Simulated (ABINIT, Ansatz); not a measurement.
# SiTe2 (P-6m2): phonons by linear response, part 3 of 4

How does SiTe2 (P-6m2) vibrate, and is this structure a minimum?

ABINIT 10.8.3; DFT LDA, scalar-relativistic, plane waves, HGH norm-conserving pseudopotentials.

So far. Step 2 (Relaxation): The volume changes by +0.9 % from the cell with which this run began. Step 4 (Linear response at Γ): The acoustic modes at Γ come out as far as 0.5 cm⁻¹ from zero, where they should vanish, a small numerical error.

## 5. Modes with the sum rule

anaddb reads the merged derivatives and imposes the acoustic sum rule.

Contents of anaddb.abi:

```
ddb_filepath "gamma_DDB"
output_file "anaddb.abo"
outdata_prefix "anaddb"
asr 1
chneut 1
enunit 2
eivec 1
nph1l 1
qph1l 0.0 0.0 0.0 1.0
```

Contents of mrgddb.in:

```
gamma_DDB
merged
2
dfpt_gammao_DDB
gso_DDB
```

On the command line:

```console
$ mrgddb < mrgddb.in > mrgddb.log
$ OMP_NUM_THREADS=1 anaddb anaddb.abi > anaddb.log
```

Numbers of over 12 decimals in the logs are rounded to 6 here.

anaddb.abo, the main output file:

```text
-outvars_anaddb: echo values of input variables ----------------------

 Miscellaneous information :
      enunit         2
       eivec         1
         asr         1
 First list of wavevector (reduced coord.) :
       nph1l         1
       qph1l
                     0.00000000E+00  0.00000000E+00  0.00000000E+00    1.000E+00

================================================================================

 read the DDB information and perform some checks

  ==== Info on the Cryst% object ====
 Real(R)+Recip(G) space primitive vectors, cartesian coordinates (Bohr,Bohr^-1):
 R(1)=  6.6309564  0.0000000  0.0000000  G(1)=  0.1508078  0.0870689  0.0000000
 R(2)= -3.3154782  5.7425767  0.0000000  G(2)=  0.0000000  0.1741379  0.0000000
 R(3)=  0.0000000  0.0000000 31.3694537  G(3)=  0.0000000  0.0000000  0.0318781
 Unit cell volume ucvol=  1.1945104E+03 bohr^3
 Angles (23,13,12)=  9.00000000E+01  9.00000000E+01  1.20000000E+02 degrees
 Time-reversal symmetry is present
 Reduced atomic positions [iatom, xred, symbol]:
    1)    0.3333333  0.6666667  0.5000000  Si
    2)    0.6666667  0.3333333  0.6132238  Te
    3)    0.6666667  0.3333333  0.3867762  Te

 DDB file with 3 blocks has been read.

================================================================================

 Treat the first list of vectors

  Phonon wavevector (reduced coordinates) :  0.00000  0.00000  0.00000
 Phonon energies in Hartree :
   0.000000E+00  0.000000E+00  0.000000E+00  2.571133E-04  2.571133E-04
   5.673105E-04  7.655099E-04  7.655099E-04  8.010374E-04
 Phonon energies in meV     :
-  0.000000E+00  0.000000E+00  0.000000E+00  6.996409E+00  6.996409E+00
-  1.543730E+01  2.083059E+01  2.083059E+01  2.179734E+01
 Phonon frequencies in cm-1    :
-  0.000000E+00  0.000000E+00  0.000000E+00  5.642984E+01  5.642984E+01
-  1.245103E+02  1.680100E+02  1.680100E+02  1.758074E+02
 Phonon frequencies in Thz     :
-  0.000000E+00  0.000000E+00  0.000000E+00  1.691724E+00  1.691724E+00
-  3.732724E+00  5.036813E+00  5.036813E+00  5.270573E+00
 Phonon energies in Kelvin  :
-  0.000000E+00  0.000000E+00  0.000000E+00  8.118996E+01  8.118996E+01
-  1.791425E+02  2.417289E+02  2.417289E+02  2.529476E+02

 Eigendisplacements
 (will be given, for each mode : in cartesian coordinates
   for each atom the real part of the displacement vector,
   then the imaginary part of the displacement vector - absolute values smaller than 1.0d-7 are set to zero)
  Mode number    1   Energy    0.000000E+00
 Attention : low frequency mode.
   (Could be unstable or acoustic mode)
-  1  0.00000000E+00  0.00000000E+00 -1.39157872E-03
-     0.00000000E+00  0.00000000E+00  0.00000000E+00
-  2  0.00000000E+00  0.00000000E+00 -1.39157871E-03
-     0.00000000E+00  0.00000000E+00  0.00000000E+00
-  3  0.00000000E+00  0.00000000E+00 -1.39157871E-03
-     0.00000000E+00  0.00000000E+00  0.00000000E+00
  Mode number    2   Energy    0.000000E+00
 Attention : low frequency mode.
   (Could be unstable or acoustic mode)
-  1  0.00000000E+00 -1.39157885E-03  0.00000000E+00
-     0.00000000E+00  0.00000000E+00  0.00000000E+00
-  2  0.00000000E+00 -1.39157870E-03  0.00000000E+00
-     0.00000000E+00  0.00000000E+00  0.00000000E+00
-  3  0.00000000E+00 -1.39157870E-03  0.00000000E+00
-     0.00000000E+00  0.00000000E+00  0.00000000E+00
  Mode number    3   Energy    0.000000E+00
 Attention : low frequency mode.
   (Could be unstable or acoustic mode)
-  1  1.39157885E-03  0.00000000E+00  0.00000000E+00
-     0.00000000E+00  0.00000000E+00  0.00000000E+00
-  2  1.39157870E-03  0.00000000E+00  0.00000000E+00
-     0.00000000E+00  0.00000000E+00  0.00000000E+00
-  3  1.39157870E-03  0.00000000E+00  0.00000000E+00
-     0.00000000E+00  0.00000000E+00  0.00000000E+00
  Mode number    4   Energy    2.571133E-04
-  1  0.00000000E+00  0.00000000E+00  0.00000000E+00
-     0.00000000E+00  0.00000000E+00  0.00000000E+00
-  2  0.00000000E+00 -1.46615408E-03  0.00000000E+00
-     0.00000000E+00  0.00000000E+00  0.00000000E+00
-  3  0.00000000E+00  1.46615408E-03  0.00000000E+00
-     0.00000000E+00  0.00000000E+00  0.00000000E+00
  Mode number    5   Energy    2.571133E-04
-  1  0.00000000E+00  0.00000000E+00  0.00000000E+00
-     0.00000000E+00  0.00000000E+00  0.00000000E+00
-  2  1.46615408E-03  0.00000000E+00  0.00000000E+00
-     0.00000000E+00  0.00000000E+00  0.00000000E+00
-  3 -1.46615408E-03  0.00000000E+00  0.00000000E+00
-     0.00000000E+00  0.00000000E+00  0.00000000E+00
  Mode number    6   Energy    5.673105E-04
;  1  0.00000000E+00  0.00000000E+00  0.00000000E+00
;     0.00000000E+00  0.00000000E+00  0.00000000E+00
;  2  0.00000000E+00  0.00000000E+00  1.46615408E-03
;     0.00000000E+00  0.00000000E+00  0.00000000E+00
;  3  0.00000000E+00  0.00000000E+00 -1.46615408E-03
;     0.00000000E+00  0.00000000E+00  0.00000000E+00
  Mode number    7   Energy    7.655099E-04
-  1  0.00000000E+00  4.19475912E-03  0.00000000E+00
-     0.00000000E+00  0.00000000E+00  0.00000000E+00
-  2  0.00000000E+00 -4.61645455E-04  0.00000000E+00
-     0.00000000E+00  0.00000000E+00  0.00000000E+00
-  3  0.00000000E+00 -4.61645455E-04  0.00000000E+00
-     0.00000000E+00  0.00000000E+00  0.00000000E+00
  Mode number    8   Energy    7.655099E-04
-  1  4.19475912E-03  0.00000000E+00  0.00000000E+00
-     0.00000000E+00  0.00000000E+00  0.00000000E+00
-  2 -4.61645455E-04  0.00000000E+00  0.00000000E+00
-     0.00000000E+00  0.00000000E+00  0.00000000E+00
-  3 -4.61645455E-04  0.00000000E+00  0.00000000E+00
-     0.00000000E+00  0.00000000E+00  0.00000000E+00
  Mode number    9   Energy    8.010374E-04
;  1  0.00000000E+00  0.00000000E+00  4.19475916E-03
;     0.00000000E+00  0.00000000E+00  0.00000000E+00
;  2  0.00000000E+00  0.00000000E+00 -4.61645412E-04
;     0.00000000E+00  0.00000000E+00  0.00000000E+00
;  3  0.00000000E+00  0.00000000E+00 -4.61645412E-04
;     0.00000000E+00  0.00000000E+00  0.00000000E+00

 Analysis of degeneracies and characters (maximum tolerance=1.00E-06 a.u.)
 For each vibration mode, or group of modes if degenerate,
 the characters are given for each symmetry operation (see the list in the log file).
 Symmetry characters of vibration mode #   1
       degenerate with vibration modes #   2 to    3
  3.0 -1.0 -2.0  1.0  0.0 -1.0  1.0  1.0  0.0 -1.0 -2.0  1.0
 Symmetry characters of vibration mode #   4
        degenerate with vibration mode #   5
  2.0 -0.0  1.0  0.0 -1.0  0.0 -2.0  0.0 -1.0  0.0  1.0 -0.0
 Symmetry characters of vibration mode #   6
  1.0  1.0  1.0  1.0  1.0  1.0  1.0  1.0  1.0  1.0  1.0  1.0
 Symmetry characters of vibration mode #   7
        degenerate with vibration mode #   8
  2.0 -0.0 -1.0 -0.0 -1.0  0.0  2.0 -0.0 -1.0 -0.0 -1.0  0.0
 Symmetry characters of vibration mode #   9
  1.0 -1.0 -1.0  1.0  1.0 -1.0 -1.0  1.0  1.0 -1.0 -1.0  1.0
-
```

Wall time 0.5 s (1 thread of Arm Neoverse V1, shared host).

No LO-TO term; unit eigenvectors of the mass-weighted matrix, from anaddb's displacements. Modes at Γ, with each element's share of the kinetic energy:

```tsv
mode	frequency (cm⁻¹)	Si %	Te %
1	0.0	10	90
2	0.0	10	90
3	0.0	10	90
4	56.4	0	100
5	56.4	0	100
6	124.5	0	100
7	168.0	90	10
8	168.0	90	10
9	175.8	90	10
```

Displacements in mode 4 (56.4 cm⁻¹), the largest set to 1:
```
Si1  0.00  0.00  0.00
Te2  0.00 -1.00  0.00
Te3  0.00  1.00  0.00
```

Displacements in mode 6 (124.5 cm⁻¹), the largest set to 1:
```
Si1  0.00  0.00  0.00
Te2  0.00  0.00  1.00
Te3  0.00  0.00 -1.00
```

The rule moves no optical mode by more than 0.1 cm⁻¹.

## 6. Phonons on a q mesh

Linear response treats each wavevector in the unit cell, with no supercell; the 3×3×1 mesh fixes the range of the force constants to be had.

Contents of dfpt_q.abi:

```
ndtset 2

# wavevectors
qpt1 0.3333333333 0.0 0.0
qpt2 0.3333333333 0.3333333333 0.0

# displacements
getwfk_filepath "gso_WFK"
getwfq_filepath "gso_WFK"
kptopt 3
nqpt 1
rfphon 1
rfatpol 1 3
rfdir 1 1 1
tolvrs 1.0d-10
prtwf 0

# basis, mesh and filling
ecut 20.0
ixc 7
ngkpt 12 12 1
nshiftk 1
shiftk 0.0 0.0 0.0
istwfk *1
occopt 7
tsmear 0.01
nband 14
nstep 100
diemac 1000000.0
prtebands 0
prtgsr 0
useylm 1

# cell and atoms
acell 3*1.0 Angstrom
rprim 
    3.50895102 0.0 0.0
    -1.75447551 3.038840724 0.0
    0.0 0.0 16.60000001
ntypat 2
znucl 14 52
natom 3
typat 1 2 2
xred 
    1/3 2/3 0.5
    2/3 1/3 0.6132238463
    2/3 1/3 0.3867761537
pp_dirpath "./pseudo"
pseudos "Si.hgh, Te.hgh"
```

On the command line:

```console
$ OMP_NUM_THREADS=1 mpirun -n 4 abinit dfpt_q.abi > dfpt_q.log
```

dfpt_q.abo, the main output file:

```text
[banners, grids, parts of the stress and lines that vanish by symmetry left out]
- input  file    -> dfpt_q.abi
- output file    -> dfpt_q.abo
- root for input  files -> dfpt_qi
[...]
DATASET    1 : space group P-6 m 2 (#187); Bravais hP (primitive hexag.)
[...]
nfft =      115200          nkpt =         144
[...]
DATASET    2 : space group P-6 m 2 (#187); Bravais hP (primitive hexag.)
[...]
nfft =      115200          nkpt =         144
[...]
== DATASET  1 ==================================================================
[...]
cutoff_energies: {ecut:  20.0, pawecutdg:  -1.0, }
[...]
Exchange-correlation functional for the present dataset will be:
  LDA: Perdew-Wang 92 LSD fit to Ceperley-Alder data - ixc=7
[...]
Perturbation : displacement of atom   1   along direction   1
[...]
-ETOT  1   543.09929045604      4.654E+02 4.748E+00 4.334E+06
 ETOT  2   46.029957555691     -4.971E+02 2.014E+00 3.098E+05
 ETOT  3   3.951466     -4.208E+01 8.561E-02 1.564E+04
 ETOT  4   2.317397     -1.634E+00 6.967E-03 8.162E+02
 ETOT  5   2.263405     -5.399E-02 1.346E-03 1.906E+02
[...]
At SCF step   24       vres2   =  1.11E-11 < tolvrs=  1.00E-10 =>converged.
[...]
Perturbation : displacement of atom   1   along direction   2
[...]
-ETOT  1   12.330158202053     -4.839E+01 1.496E+00 1.977E+04
[...]
At SCF step   11       vres2   =  4.29E-11 < tolvrs=  1.00E-10 =>converged.
[...]
Perturbation : displacement of atom   1   along direction   3
[...]
-ETOT  1   4450.2968428550      2.846E+03 9.687E+01 2.339E+07
[...]
At SCF step   21       vres2   =  6.84E-11 < tolvrs=  1.00E-10 =>converged.
[...]
Perturbation : displacement of atom   2   along direction   1
[...]
-ETOT  1   1010.6857744624      8.273E+02 3.936E+00 7.896E+06
[...]
At SCF step   30       vres2   =  4.97E-11 < tolvrs=  1.00E-10 =>converged.
[...]
Perturbation : displacement of atom   2   along direction   2
[...]
-ETOT  1   16.999545460205     -1.282E+02 7.751E-01 3.146E+04
[...]
Perturbation : displacement of atom   2   along direction   3
[...]
-ETOT  1   6049.4302317251      2.242E+03 6.104E+01 3.693E+07
[...]
Phonon wavevector (reduced coordinates) :  0.33333  0.00000  0.00000
 Phonon energies in Hartree :
[...]
Phonon frequencies in cm-1    :
-  2.292738E+01  4.517502E+01  7.166857E+01  8.257321E+01  8.357490E+01
-  1.048489E+02  1.533486E+02  1.852489E+02  2.386012E+02
[...]
== DATASET  2 ==================================================================
[...]
cutoff_energies: {ecut:  20.0, pawecutdg:  -1.0, }
[...]
Exchange-correlation functional for the present dataset will be:
  LDA: Perdew-Wang 92 LSD fit to Ceperley-Alder data - ixc=7
[...]
Perturbation : displacement of atom   1   along direction   1
[...]
-ETOT  1   96.285968868115      2.201E+01 2.530E+00 3.197E+05
[...]
Perturbation : displacement of atom   1   along direction   3
[...]
-ETOT  1   813.70507919659     -6.890E+02 7.741E+01 2.146E+06
[...]
Perturbation : displacement of atom   2   along direction   1
[...]
-ETOT  1   168.57277533400     -7.178E+00 3.133E+00 5.700E+05
[...]
At SCF step   18       vres2   =  7.94E-11 < tolvrs=  1.00E-10 =>converged.
[...]
Perturbation : displacement of atom   2   along direction   3
[...]
-ETOT  1   1253.2116570584     -2.325E+03 1.629E+01 3.420E+06
[...]
ETOT 18   42.841947081638      6.412E-11 5.826E-08 3.914E-10
 ETOT 19   42.841947081625     -1.319E-11 1.981E-08 3.933E-11
 At SCF step   19       vres2   =  3.93E-11 < tolvrs=  1.00E-10 =>converged.
[...]
Phonon wavevector (reduced coordinates) :  0.33333  0.33333  0.00000
 Phonon energies in Hartree :
[...]
Phonon frequencies in cm-1    :
-  4.724462E+01  6.114688E+01  7.549383E+01  7.693829E+01  1.009015E+02
-  1.088673E+02  1.576608E+02  2.060327E+02  2.566632E+02
[...]
strten1     0.0000000000E+00  0.0000000000E+00  0.0000000000E+00
           strten2     0.0000000000E+00  0.0000000000E+00  0.0000000000E+00
================================================================================
```

The job ended after 23 min (4 MPI ranks; 1.5 h of CPU time).

This step gave:

```yaml
lowest_mode_on_the_q_mesh_acoustic_ones_at_the_zone_centre_apart: 22.93 cm⁻¹
```

Frequencies (cm⁻¹) before the sum rule at the irreducible wavevectors but Γ, which is solved apart; negative means imaginary. Frequencies by wavevector:

```tsv
q (fractions)	star	mode 1	mode 2	mode 3	mode 4	mode 5	mode 6	mode 7	mode 8	mode 9
0.3333 0 0	6	22.93	45.18	71.67	82.57	83.57	104.8	153.3	185.2	238.6
0.3333 0.3333 0	2	47.24	61.15	75.49	76.94	100.9	108.9	157.7	206	256.7
```

(Part 3 of 4 ends here.)

[Host names and launcher messages were left out of these logs when they were recorded.]

[Logs are printed without paths, hosts, clocks, repeated set-up lines and the standing remarks that a program may print on its own settings, such as how far it seeks lower states.]

[Hosts, paths, dates, database ids (printed as entryN), source tags and the programs' standing remarks are cut or masked in the printed files.]
